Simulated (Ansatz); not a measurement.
# Bands, cutoff and cost in G0W0 for LaGaO3 (R-3c)

Wanted: a G0W0 gap for LaGaO3 (R-3c) that is converged in bands and cutoff, or an estimate of the limit.

Calculated with Ansatz 0.2.0; G0W0 on LDA, plane waves, PAW.

Most raw output is cut from this account.

## (1) Set-up

It takes space group R-3c (No. 167, trigonal). Conventional cell: a = 5.543 Å, b = 5.543 Å, c = 13.433 Å, α = 90.00°, β = 90.00°, γ = 120.00°. Nearest to La lie 12 O at 2.47 to 3.08 Å. Nearest to Ga lie 6 O at 1.98 Å. O has 2 Ga at 1.98 Å and 4 La at 2.47 to 3.08 Å nearest. Farther neighbours and most contacts between anions are not listed.

The cell and positions come from the Crystallography Open Database and are kept as given unless a step says otherwise. Spin-orbit coupling is left out unless a step names it. The default PAW set here is soft_2. Its files were made with PBE.

## (2) 107 empty bands, screening to 54 eV

G0W0 replaces the xc potential by the self-energy, built once from these orbitals. Only a window of levels is corrected, while the sums run over the empty bands that the input names.

Input file input.yaml:

```yaml
crystal:
  lattice:
    - [2.77145, 1.6000974035, 4.4776]
    - [-2.77145, 1.6000974035, 4.4776]
    - [0.0, -3.2001948071, 4.4776]
  atoms:
    - { symbol: La, position: [0.25, 0.25, 0.25] }
    - { symbol: La, position: [0.75, 0.75, 0.75] }
    - { symbol: Ga, position: [0.0, 0.0, 0.0] }
    - { symbol: Ga, position: [0.5, 0.5, 0.5] }
    - { symbol: O, position: [0.8048, 0.6952, 0.25] }
    - { symbol: O, position: [0.25, 0.8048, 0.6952] }
    - { symbol: O, position: [0.6952, 0.25, 0.8048] }
    - { symbol: O, position: [0.1952, 0.3048, 0.75] }
    - { symbol: O, position: [0.75, 0.1952, 0.3048] }
    - { symbol: O, position: [0.3048, 0.75, 0.1952] }
kpoints:
  mp_grid: { grid: [4, 4, 4] }
hamiltonian:
  xc: lda
scf:
  occupations: { method: fixed }
gw:
  n_empty_bands: 107
  ecut_chi: 54
  qp_bands: [v3, c3]
  qp_kpoints: band_edges
  screening: { model: contour_deformation }
```

On the command line:

```
ansatz run input.yaml --threads 3 --pin off --max-ram 92160MiB --backend cuda --events-out ev --progress --plain --runs-dir out --devices 1 --max-vram 13GiB
```

The job ended after 23 s (1 × NVIDIA H100 80GB HBM3 (shared by 6 runs) with 3 threads of AMD EPYC 7R13 (Zen 3), shared host; peak memory 1.2 GiB).

This step gave:

```yaml
bands_summed: 149
rpa_eps_infinity_on_this_mesh_eigenvalues: 4.940, 5.136, 5.136
plane_waves_in_the_screening_matrix: 113
q_points_in_the_mesh: 64
g0w0_gap_on_the_mesh: 5.278 eV
k_of_the_valence_top: 0, -0.5, -0.5
k_of_the_conduction_bottom: 0, 0, 0
starting_gap_on_the_mesh: 3.499 eV
z_at_the_valence_top: 0.7662
z_at_the_conduction_bottom: 0.8254
least_direct_g0w0_gap_on_the_computed_points: 5.368 eV
```

The gap on the mesh goes from 3.50 eV to 5.28 eV, a correction of +1.78 eV. Between the two edge states, bare exchange in place of the xc potential would open the gap by 10.06 eV, and correlation takes back 8.28 eV.

## (3) 303 empty bands, screening to 108 eV

Bands and screening cutoff are moved together, since each hides the error of the other.

input.yaml, as its differences from that of step 2:

```diff
@@ -23,4 +23,4 @@
 gw:
-  n_empty_bands: 107
-  ecut_chi: 54
+  n_empty_bands: 303
+  ecut_chi: 108
   qp_bands: [v3, c3]
```

Run time: 40 s. Hardware: 1 × NVIDIA H100 80GB HBM3 (shared by 6 runs) with 3 threads; peak memory 1.5 GiB.

This step gave:

| Property | Result |
| --- | --- |
| bands summed | 345 |
| RPA ε∞ on this mesh (eigenvalues) | 4.917, 5.095, 5.095 |
| plane waves in the screening matrix | 313 |
| q-points in the mesh | 64 |
| G0W0 gap on the mesh | 5.189 eV |
| k of the valence top | 0, -0.5, -0.5 |
| k of the conduction bottom | 0, 0, 0 |
| starting gap on the mesh | 3.499 eV |
| Z at the valence top | 0.7594 |
| Z at the conduction bottom | 0.8188 |
| least direct G0W0 gap on the computed points | 5.300 eV |

Against the run with 4×4×4 mesh, 107 empty bands, screening to 54 eV, the gap moves by −0.09 eV.

## (4) 653 empty bands, screening to 180 eV

input.yaml, as its differences from that of step 3:

```diff
@@ -23,4 +23,4 @@
 gw:
-  n_empty_bands: 303
-  ecut_chi: 108
+  n_empty_bands: 653
+  ecut_chi: 180.0
   qp_bands: [v3, c3]
```

Wall time 92 s (1 × NVIDIA H100 80GB HBM3 (shared by 6 runs) with 3 threads); peak memory 2.4 GiB; 2.5 min of CPU time.

This step gave:

| Quantity | Value |
| --- | --- |
| bands summed | 695 |
| RPA ε∞ on this mesh (eigenvalues) | 4.889, 5.078, 5.078 |
| plane waves in the screening matrix | 645 |
| G0W0 gap on the mesh | 5.206 eV |
| k of the valence top | 0, -0.5, -0.5 |
| k of the conduction bottom | 0, 0, 0 |
| starting gap on the mesh | 3.499 eV |
| least direct G0W0 gap on the computed points | 5.327 eV |

Against the run with 4×4×4 mesh, 303 empty bands, screening to 108 eV, the gap moves by +0.018 eV.

## (5) Changing the k mesh: 2×2×2 mesh, 303 empty bands, screening to 108 eV

Only the mesh changes. It samples the long-range screening, which converges on its own terms. Bands and cutoff differ from the step before, so it is read against an earlier run that matches them.

input.yaml, as its differences from that of step 4:

```diff
@@ -17,3 +17,3 @@
 kpoints:
-  mp_grid: { grid: [4, 4, 4] }
+  mp_grid: { grid: [2, 2, 2] }
 hamiltonian:
@@ -23,4 +23,4 @@
 gw:
-  n_empty_bands: 653
-  ecut_chi: 180.0
+  n_empty_bands: 303
+  ecut_chi: 108
   qp_bands: [v3, c3]
```

The job ended after 11 s (1 × NVIDIA H100 80GB HBM3 (shared by 6 runs) with 3 threads; peak memory 1.2 GiB).

Numbers from this step:

```yaml
bands_summed: 345
rpa_eps_infinity_on_this_mesh_eigenvalues: 5.654, 5.735, 5.735
plane_waves_in_the_screening_matrix: 313
g0w0_gap_on_the_mesh: 5.127 eV
k_of_the_valence_top: 0, -0.5, -0.5
k_of_the_conduction_bottom: 0, 0, 0
starting_gap_on_the_mesh: 3.475 eV
least_direct_g0w0_gap_on_the_computed_points: 5.246 eV
```

Against the run with 4×4×4 mesh, 303 empty bands, screening to 108 eV, the gap moves by −0.06 eV, while the start moved by −0.02 eV.

## (6) Changing the frequency model: 4×4×4 mesh, 653 empty bands, screening to 180 eV, plasmon pole

A plasmon pole stands in for the full frequency dependence of the screening; this run shows what that costs in accuracy. Bands and cutoff differ from the step before, so it is read against an earlier run that matches them.

input.yaml, as its differences from that of step 5:

```diff
@@ -17,3 +17,3 @@
 kpoints:
-  mp_grid: { grid: [2, 2, 2] }
+  mp_grid: { grid: [4, 4, 4] }
 hamiltonian:
@@ -23,6 +23,6 @@
 gw:
-  n_empty_bands: 303
-  ecut_chi: 108
+  n_empty_bands: 653
+  ecut_chi: 180.0
   qp_bands: [v3, c3]
   qp_kpoints: band_edges
-  screening: { model: contour_deformation }
+  screening: { model: godby_needs }
```

It took 1.7 min on 1 × NVIDIA H100 80GB HBM3 (shared by 6 runs) with 3 threads; peak memory 5.1 GiB; 3.6 min of CPU time.

Numbers from this step:

- bands summed: 695
- plasmon-pole fit frequency: 31.18 eV
- RPA ε∞ on this mesh (eigenvalues): 4.889, 5.078, 5.078
- plane waves in the screening matrix: 645
- G0W0 gap on the mesh: 5.219 eV
- k of the valence top: 0, -0.5, -0.5
- k of the conduction bottom: 0, 0, 0
- starting gap on the mesh: 3.499 eV
- least direct G0W0 gap on the computed points: 5.334 eV

Against the run with 4×4×4 mesh, 653 empty bands, screening to 180 eV, the gap moves by +0.013 eV.

## (7) Changing the files and raising the bands: 4×4×4 mesh, 968 empty bands, screening to 234 eV, hard PAW files

Other atomic data (hard PAW) test the pseudisation: the cutoff goes from 420 to 1020 eV and the valence electrons from 84 to 100, which opens shells that were frozen. Bands and screening cutoff change too, so the step is no clean test of the files.

input.yaml, as its differences from that of step 6:

```diff
@@ -20,2 +20,3 @@
   xc: lda
+  pseudopotentials: { kind: paw, source: ansatz }
 scf:
@@ -23,6 +24,6 @@
 gw:
-  n_empty_bands: 653
-  ecut_chi: 180.0
+  n_empty_bands: 968
+  ecut_chi: 234.0
   qp_bands: [v3, c3]
   qp_kpoints: band_edges
-  screening: { model: godby_needs }
+  screening: { model: contour_deformation }
```

The job ended after 3.3 min (1 × NVIDIA H100 80GB HBM3 (shared by 6 runs) with 3 threads; peak memory 5.3 GiB; 5.5 min of CPU time).

Numbers from this step:

```yaml
bands_summed: 1018
rpa_eps_infinity_on_this_mesh_eigenvalues: 4.877, 5.065, 5.065
plane_waves_in_the_screening_matrix: 941
g0w0_gap_on_the_mesh: 5.288 eV
k_of_the_valence_top: 0, -0.5, -0.5
k_of_the_conduction_bottom: 0, 0, 0
starting_gap_on_the_mesh: 3.495 eV
least_direct_g0w0_gap_on_the_computed_points: 5.413 eV
```

Against the run with 4×4×4 mesh, 653 empty bands, screening to 180 eV, the gap moves by +0.08 eV.

## (8) The runs together

Times are wall times on 1 × NVIDIA H100 80GB HBM3 (shared by 6 runs) with 3 threads of AMD EPYC 7R13 (Zen 3), shared host, good to a factor of about two.

| mesh | files | frequency | bands summed | cutoff (eV) | start (eV) | G0W0 (eV) | time | host memory (GiB) |
| --- | --- | --- | --- | --- | --- | --- | --- | --- |
| 4×4×4 | default PAW | contour deformation | 149 | 54 | 3.499 | 5.278 | 23 s | 1.2 |
| 4×4×4 | default PAW | contour deformation | 345 | 108 | 3.499 | 5.189 | 40 s | 1.5 |
| 4×4×4 | default PAW | contour deformation | 695 | 180 | 3.499 | 5.206 | 92 s | 2.4 |
| 2×2×2 | default PAW | contour deformation | 345 | 108 | 3.475 | 5.127 | 11 s | 1.2 |
| 4×4×4 | default PAW | plasmon pole | 695 | 180 | 3.499 | 5.219 | 1.7 min | 5.1 |
| 4×4×4 | hard PAW | contour deformation | 1018 | 234 | 3.495 | 5.288 | 3.3 min | 5.3 |

The parts of the quasiparticle energy at the two band edges (eV; QP = start + Σx + Σc − Vxc):

| run | edge | start | Σx | Σc | Vxc | Z | QP |
| --- | --- | --- | --- | --- | --- | --- | --- |
| 149 bands | valence top | 10.74 | -26.14 | 4.89 | -21.20 | 0.77 | 10.68 |
| 149 bands | conduction bottom | 14.23 | -13.99 | -3.39 | -19.10 | 0.83 | 15.96 |
| 345 bands | valence top | 10.74 | -26.14 | 4.60 | -21.20 | 0.76 | 10.39 |
| 345 bands | conduction bottom | 14.23 | -13.99 | -3.77 | -19.10 | 0.82 | 15.58 |
| 695 bands | valence top | 10.74 | -26.14 | 4.34 | -21.20 | 0.76 | 10.13 |
| 695 bands | conduction bottom | 14.23 | -13.99 | -4.02 | -19.10 | 0.82 | 15.33 |

## (9) Outcome

- 149 bands, 54 eV: 5.278 eV
- 345 bands, 108 eV: 5.189 eV
- 695 bands, 180 eV: 5.206 eV
- mesh and start: 4×4×4, LDA

**Reading.** From 149 to 695 bands the gap moves by −0.07 eV while the time grows 4.1-fold. Σc changes by −0.56 eV at the valence top and −0.63 eV at the conduction bottom, so the levels themselves move more than the gap between them. The gap turns back along the series, so no limit is drawn from it. On the 2×2×2 mesh in place of 4×4×4 the gap differs by −0.06 eV, of which −0.02 eV is already in the start. The plasmon-pole model gives +0.01 eV against contour deformation, 1 % of the correction, and saved no time in this program. With hard PAW files and 1018 bands the gap is 5.29 eV. Empty 4f levels lie among the conduction bands. Their place in the start is unsure; it enters the screening, and the edge itself where they lie low. The many-body steps are scalar-relativistic: spin-orbit coupling is not in them.

[Paths, hosts, dates, memory and timing lines, banners, echoed tables and standing remarks are left out of the program output.]

[Logs are printed without paths, hosts, clocks, repeated set-up lines and the standing remarks that a program may print on its own settings, such as how far it seeks lower states.]

[Runs of the session that timed out or met a known fault of the program may be left out.]

[Cells called generated may have been cut or substituted from an entry of the Crystallography Open Database or the Materials Project.]

[Hosts, paths, dates, database ids (printed as entryN), source tags and the programs' standing remarks are cut or masked in the printed files.]
